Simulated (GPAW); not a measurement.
# Work function of ZrSi2N4 monolayer at several levels, part 2 of 2

Wanted: work functions and dipole of ZrSi2N4 monolayer, with the cost of each level. Where a layer proves gapped, the work function hangs on where the smearing puts the Fermi level, and the band edges take its place.

GPAW 26.7.0; GPAW, PAW setups; layer in a repeated cell with vacuum, relaxation of atoms and in-plane cell (the session's first sound run).

So far, upper work function (eV): step 3 (the slab's potential, PBE, GPAW) 5.70; step 4 (self-consistent run: xc = "RPBE") 5.55; step 5 (self-consistent run: xc = "vdW-DF2", GPAW, PAW setups, GPAW) 6.09; step 6 (OptPBE vdW: xc = "optPBE-vdW", GPAW, PAW setups, GPAW) 5.93.

## 7. Self-consistent run: xc = "revPBE"

Level of this step: GPAW, PAW setups; slab in vacuum (GPAW).

The same geometry under revPBE, to see how far the functional moves the levels against the vacuum.

Input file run.py:

```python
import json
import numpy as np
from ase import Atoms
from gpaw import GPAW, PW

slab = Atoms(
    ['N', 'Si', 'N', 'Zr', 'N', 'Si', 'N'],
    positions=[
        [-0.00000, 0.00000, 9.00000],
        [0.00000, 1.73887, 9.49548],
        [0.00000, 1.73887, 11.24747],
        [-0.00000, 0.00000, 12.51936],
        [0.00000, 1.73887, 13.79125],
        [0.00000, 1.73887, 15.54324],
        [-0.00000, -0.00000, 16.03872]],
    cell=[[3.01181, 0.0, 0.0], [-1.50591, 2.6083, 0.0], [0.0, 0.0, 25.0387]],
    pbc=[True, True, False])

slab.calc = GPAW(mode=PW(500), xc='revPBE', kpts={'size': (12, 12, 1), 'gamma': True},
                 occupations={'name': 'fermi-dirac', 'width': 0.05}, nbands='200%',
                 convergence={'density': 1e-05}, maxiter=200,
                 poissonsolver={'dipolelayer': 'xy'},
                 symmetry={'tolerance': 1e-3}, txt='slab.txt')
result = {}
energy = slab.get_potential_energy()
fermi = slab.calc.get_fermi_level()
v = slab.calc.get_electrostatic_potential().mean((0, 1)) - fermi
n = slab.calc.get_pseudo_density().mean((0, 1))
L = slab.cell[2, 2]
z = np.arange(len(v)) * L / len(v)
low, high = slab.positions[:, 2].min(), slab.positions[:, 2].max()
below, above = np.interp([low - 6.8, high + 6.8], z, v)
slopes = [np.interp(x, z, np.gradient(v, z)) for x in (low - 6.8, high + 6.8)]
eps = np.array([[slab.calc.get_eigenvalues(k, s) for k in range(len(slab.calc.get_ibz_k_points()))]
                for s in range(slab.calc.get_number_of_spins())]) - fermi
top, bottom = eps[eps < 0].max(), eps[eps > 0].min()
dipole = slab.get_dipole_moment()[2]
print(f'energy {energy:.4f} eV, Fermi level {fermi:.4f} eV, dipole {dipole:.5f} e A')
print(f'potential 6.8 A off the faces, from the Fermi level: lower {below:.4f} eV, upper {above:.4f} eV')
print(f'slope of the potential there: lower {slopes[0]:.5f}, upper {slopes[1]:.5f} eV/A')
print(f'nearest levels on the mesh: {top:.4f} and {bottom:.4f} eV')
print('magnetic moment', round(slab.get_magnetic_moment(), 3))
result.update(energy=energy, fermi=fermi, dipole=dipole, below=below, above=above, slopes=slopes, edges=[top, bottom],
              z=z.tolist(), v=v.tolist(), n=n.tolist(), positions=slab.positions.tolist(),
              forces=slab.get_forces(apply_constraint=False).tolist(), moments=slab.get_magnetic_moments().tolist())
json.dump(result, open('result.json', 'w'))
```

Command:

```bash
$ OMP_NUM_THREADS=1 OPENBLAS_NUM_THREADS=1 python run.py
```

The log of the run:

```text
energy -53.6410 eV, Fermi level 0.0359 eV, dipole 0.00033 e A
potential 6.8 A off the faces, from the Fermi level: lower 5.5721 eV, upper 5.5639 eV
slope of the potential there: lower -0.00098, upper 0.00099 eV/A
nearest levels on the mesh: -0.5750 and 0.7055 eV
magnetic moment 0.0
```

Elapsed: 45 s, on 1 thread of Intel Xeon Platinum 8375C at 2.90GHz (Ice Lake), shared host; peak memory 0.28 GiB.

This step gave:

```
levels nearest the Fermi level on the mesh : -0.5750, 0.7055 eV from the Fermi level
upper work function                        : 5.564 eV
lower work function                        : 5.572 eV
upper ionisation energy                    : 6.139 eV
```

The electrostatic potential energy of an electron (without an applied field's), less the Fermi level, planar mean oscillates, so the rows of the table below give means over windows of 1.11 Å about each position, cut where the curve ends. Its maxima inside the range that stand out by 2 % of the span (Å: eV): 10.6: 0.583, 11.7: -7.51, 13.4: -7.51, 14.5: 0.579. Its minima: 9.1: -22.1, 11.3: -11.7, 12.5: -26.7, 13.7: -11.7, 16.0: -22.1.

The electrostatic potential energy of an electron (without an applied field's), less the Fermi level, planar mean by z; means over each step:

| z (Å) | electrostatic potential energy of an electron (without an applied field's), less the Fermi level, planar mean (eV) |
| --- | --- |
| 0.56 | 5.57 |
| 1.67 | 5.57 |
| 2.77 | 5.57 |
| 3.88 | 5.57 |
| 4.99 | 5.57 |
| 6.10 | 5.56 |
| 7.21 | 5.38 |
| 8.32 | -1.06 |
| 9.43 | -17.8 |
| 10.54 | -2.44 |
| 11.65 | -11.1 |
| 12.76 | -19.3 |
| 13.87 | -6.52 |
| 14.98 | -7.50 |
| 16.09 | -14.5 |
| 17.20 | 4.17 |
| 18.31 | 5.52 |
| 19.42 | 5.56 |
| 20.53 | 5.56 |
| 21.64 | 5.56 |
| 22.75 | 5.56 |
| 23.86 | 5.56 |

The highest filled level lies 0.575 eV under the Fermi level, so the ionisation energy from the upper face is 5.564 + 0.575 = 6.139 eV, against 6.259 eV in the base run.

## 8. Self-consistent run: xc = "LDA"

The same geometry under LDA, to see how far the functional moves the levels against the vacuum.

Changes to run.py since step 7:

```diff
@@ -18,3 +18,3 @@
 
-slab.calc = GPAW(mode=PW(500), xc='revPBE', kpts={'size': (12, 12, 1), 'gamma': True},
+slab.calc = GPAW(mode=PW(500), xc='LDA', kpts={'size': (12, 12, 1), 'gamma': True},
                  occupations={'name': 'fermi-dirac', 'width': 0.05}, nbands='200%',
```

The log of the run:

```text
energy -62.1230 eV, Fermi level -0.4334 eV, dipole 0.00033 e A
potential 6.8 A off the faces, from the Fermi level: lower 6.0681 eV, upper 6.0598 eV
slope of the potential there: lower -0.00103, upper 0.00103 eV/A
nearest levels on the mesh: -0.5021 and 0.6290 eV
magnetic moment 0.0
```

Elapsed: 42 s, on 1 thread; peak memory 0.28 GiB.

Numbers from this step:

```yaml
levels_nearest_the_fermi_level_on_the_mesh: -0.5021, 0.6290 eV from the Fermi level
upper_work_function: 6.060 eV
lower_work_function: 6.068 eV
upper_ionisation_energy: 6.562 eV
```

The electrostatic potential energy of an electron (without an applied field's), less the Fermi level, planar mean oscillates, so the rows of the table below give means over windows of 1.11 Å about each position, cut where the curve ends. Its maxima inside the range that stand out by 2 % of the span (Å: eV): 10.6: 1.00, 11.7: -7.08, 13.4: -7.08, 14.5: 0.998. Its minima: 9.1: -21.7, 11.3: -11.3, 12.5: -26.2, 13.7: -11.3, 16.0: -21.7.

Electrostatic potential energy of an electron (without an applied field's), less the Fermi level, planar mean against z; means over each step:

| z (Å) | electrostatic potential energy of an electron (without an applied field's), less the Fermi level, planar mean (eV) |
| --- | --- |
| 0.56 | 6.07 |
| 1.67 | 6.07 |
| 2.77 | 6.07 |
| 3.88 | 6.07 |
| 4.99 | 6.06 |
| 6.10 | 6.06 |
| 7.21 | 5.87 |
| 8.32 | -0.654 |
| 9.43 | -17.4 |
| 10.54 | -2.02 |
| 11.65 | -10.7 |
| 12.76 | -18.9 |
| 13.87 | -6.12 |
| 14.98 | -7.05 |
| 16.09 | -14.1 |
| 17.20 | 4.62 |
| 18.31 | 6.01 |
| 19.42 | 6.05 |
| 20.53 | 6.06 |
| 21.64 | 6.06 |
| 22.75 | 6.06 |
| 23.86 | 6.06 |

The highest filled level lies 0.502 eV under the Fermi level, so the ionisation energy from the upper face is 6.060 + 0.502 = 6.562 eV, against 6.259 eV in the base run.

## 9. Real-space grid: mode = "fd"

A real-space grid is a second complete basis, so it checks the plane-wave result.

Changes to run.py since step 8:

```diff
@@ -3,3 +3,3 @@
 from ase import Atoms
-from gpaw import GPAW, PW
+from gpaw import GPAW
 
@@ -18,3 +18,3 @@
 
-slab.calc = GPAW(mode=PW(500), xc='LDA', kpts={'size': (12, 12, 1), 'gamma': True},
+slab.calc = GPAW(mode='fd', h=0.18, xc='PBE', kpts={'size': (12, 12, 1), 'gamma': True},
                  occupations={'name': 'fermi-dirac', 'width': 0.05}, nbands='200%',
```

The log of the run:

```text
energy -58.6382 eV, Fermi level -5.7310 eV, dipole 0.00036 e A
potential 6.8 A off the faces, from the Fermi level: lower 5.7351 eV, upper 5.7269 eV
slope of the potential there: lower -0.00000, upper 0.00000 eV/A
nearest levels on the mesh: -0.5722 and 0.7010 eV
magnetic moment 0.0
```

Run time: 3.5 min. Hardware: 1 thread; peak memory 0.82 GiB.

Numbers from this step:

| Item | Value |
| --- | --- |
| dipole along the normal | 3.57e-4 e·Å |
| levels nearest the Fermi level on the mesh | -0.5722, 0.7010 eV from the Fermi level |
| upper work function | 5.727 eV |
| lower work function | 5.735 eV |
| upper ionisation energy | 6.299 eV |

The electrostatic potential energy of an electron (without an applied field's), less the Fermi level, planar mean oscillates, so the rows of the table below give means over windows of 1.07 Å about each position, cut where the curve ends. Its maxima inside the range that stand out by 2 % of the span (Å: eV): 10.6: 0.687, 11.6: -7.35, 13.4: -7.35, 14.5: 0.683. Its minima: 9.1: -22.0, 11.3: -11.6, 12.5: -26.6, 13.8: -11.6, 15.9: -22.0.

The electrostatic potential energy of an electron (without an applied field's), less the Fermi level, planar mean by z; means over each step:

z (Å), electrostatic potential energy of an electron (without an applied field's), less the Fermi level, planar mean (eV) and a bar from the least value:
```
     0.54        5.7 ##############################
     1.60        5.7 ##############################
     2.67        5.7 ##############################
     3.74        5.7 ##############################
     4.81        5.7 ##############################
     5.88        5.7 ##############################
     6.95        5.7 ##############################
     8.02        3.2 ###########################
     9.09      -16.9 ###
    10.16       -5.4 #################
    11.23       -7.0 ###############
    12.30      -19.8 
    13.37      -10.9 ##########
    14.44       -2.2 #####################
    15.51      -16.8 ###
    16.58       -3.5 ###################
    17.65        5.4 ##############################
    18.72        5.7 ##############################
    19.79        5.7 ##############################
    20.86        5.7 ##############################
    21.93        5.7 ##############################
    23.00        5.7 ##############################
    24.07        5.7 ##############################
```

The highest filled level lies 0.572 eV under the Fermi level, so the ionisation energy from the upper face is 5.727 + 0.572 = 6.299 eV, against 6.259 eV in the base run.

## 10. Atomic orbitals: mode = "lcao"

Atom-centred orbitals end a few angstrom from the surface, which tests how much the density's tail matters.

Changes to run.py since step 9:

```diff
@@ -18,4 +18,4 @@
 
-slab.calc = GPAW(mode='fd', h=0.18, xc='PBE', kpts={'size': (12, 12, 1), 'gamma': True},
-                 occupations={'name': 'fermi-dirac', 'width': 0.05}, nbands='200%',
+slab.calc = GPAW(mode='lcao', basis='dzp', h=0.18, xc='PBE', kpts={'size': (12, 12, 1), 'gamma': True},
+                 occupations={'name': 'fermi-dirac', 'width': 0.05}, nbands='120%',
                  convergence={'density': 1e-05}, maxiter=200,
```

The log of the run:

```text
energy -55.6121 eV, Fermi level -5.7006 eV, dipole 0.00036 e A
potential 6.8 A off the faces, from the Fermi level: lower 5.7047 eV, upper 5.6964 eV
slope of the potential there: lower -0.00000, upper -0.00000 eV/A
nearest levels on the mesh: -0.5261 and 0.6524 eV
magnetic moment 0.0
```

Wall time 6.8 min (1 thread); peak memory 0.34 GiB.

Numbers from this step:

```yaml
levels_nearest_the_fermi_level_on_the_mesh: -0.5261, 0.6524 eV from the Fermi level
upper_work_function: 5.696 eV
lower_work_function: 5.705 eV
upper_ionisation_energy: 6.223 eV
```

The highest filled level lies 0.526 eV under the Fermi level, so the ionisation energy from the upper face is 5.696 + 0.526 = 6.223 eV, against 6.259 eV in the base run.

## 11. All levels side by side

Times are for 1 thread of Intel Xeon Platinum 8375C at 2.90GHz (Ice Lake), shared host. The series side by side:

| no. | run | upper ionisation energy (eV) | time | memory (GiB) |
| --- | --- | --- | --- | --- |
| 1 | pw | 6.259 | 43 s | 0.28 |
| 2 | RPBE | 6.134 | 44 s | 0.28 |
| 3 | vdW DF2 | 6.708 | 56 s | 0.45 |
| 4 | optPBE vdW | 6.513 | 56 s | 0.45 |
| 5 | revPBE | 6.139 | 45 s | 0.28 |
| 6 | LDA | 6.562 | 42 s | 0.28 |
| 7 | fd | 6.299 | 3.5 min | 0.82 |
| 8 | lcao | 6.223 | 6.8 min | 0.34 |

## 12. Side by side

Results and costs are gathered.

This step: comparison of work functions, dipole and cost (GPAW 26.7.0).

Ladder, by row:

| step | code | work function, upper (eV) | work function, lower (eV) | dipole (e Å) | wall time (s) | peak memory (GiB) | threads |
| --- | --- | --- | --- | --- | --- | --- | --- |
| pw | GPAW | 5.701 | 5.709 | 3.35e-4 | 43.17 | 0.28 | 1 |
| RPBE | GPAW | 5.553 | 5.561 | 3.35e-4 | 44.48 | 0.28 | 1 |
| vdW-DF2 | GPAW | 6.086 | 6.094 | 3.35e-4 | 56.06 | 0.45 | 1 |
| optPBE-vdW | GPAW | 5.927 | 5.935 | 3.35e-4 | 55.72 | 0.45 | 1 |
| revPBE | GPAW | 5.564 | 5.572 | 3.35e-4 | 44.74 | 0.28 | 1 |
| LDA | GPAW | 6.06 | 6.068 | 3.35e-4 | 41.57 | 0.28 | 1 |
| fd | GPAW | 5.727 | 5.735 | 3.57e-4 | 208.2 | 0.82 | 1 |
| lcao | GPAW | 5.696 | 5.705 | 3.57e-4 | 406.4 | 0.34 | 1 |

## 13. What came out

```yaml
work_function_upper_and_lower_face_fermi_level_placed_in_the_gap_by_the_smearing: 5.701 and 5.709 eV
ionisation_energy_from_the_upper_face_highest_filled_level_on_the_mesh: 6.26 eV
electron_affinity_from_the_upper_face_lowest_empty_kohn_sham_level_on_the_mesh: 5.01 eV
dipole_along_the_normal: 3.3e-4 e Å
```

In words: With plane waves and PBE the ionisation energy from the upper face is 6.26 eV and the Kohn-Sham electron affinity 5.01 eV. The levels nearest the Fermi level on the mesh lie 1.25 eV apart, so the slab is gapped there: the smearing puts the Fermi level inside the gap, and from either face the ionisation energy is the work function plus 0.56 eV. Both are Kohn-Sham levels on the mesh, and semilocal gaps are too small, so the affinity tends to come out too large and the ionisation energy too small. Work functions of a gapped slab move with the place of the Fermi level in the gap; over the runs without a planted fault the highest filled level on the mesh lies 6.13 (RPBE) to 6.71 eV (vdW-DF2) under the upper vacuum level. The starting lattice was a guess from atomic radii; the relaxation moved it by 3 %. The small printed dipole stands for a step of -7.7 meV from the lower to the upper face, and the probes find -8.2 meV; values this small are near the numerical noise of both. The layer's cell and atoms come from the relaxation; spin-orbit coupling and temperature are left out.

[Logs are printed without paths, hosts, clocks, repeated set-up lines and the standing remarks that a program may print on its own settings, such as how far it seeks lower states.]

[Hosts, paths, dates, database ids (printed as entryN), source tags and the programs' standing remarks are cut or masked in the printed files.]
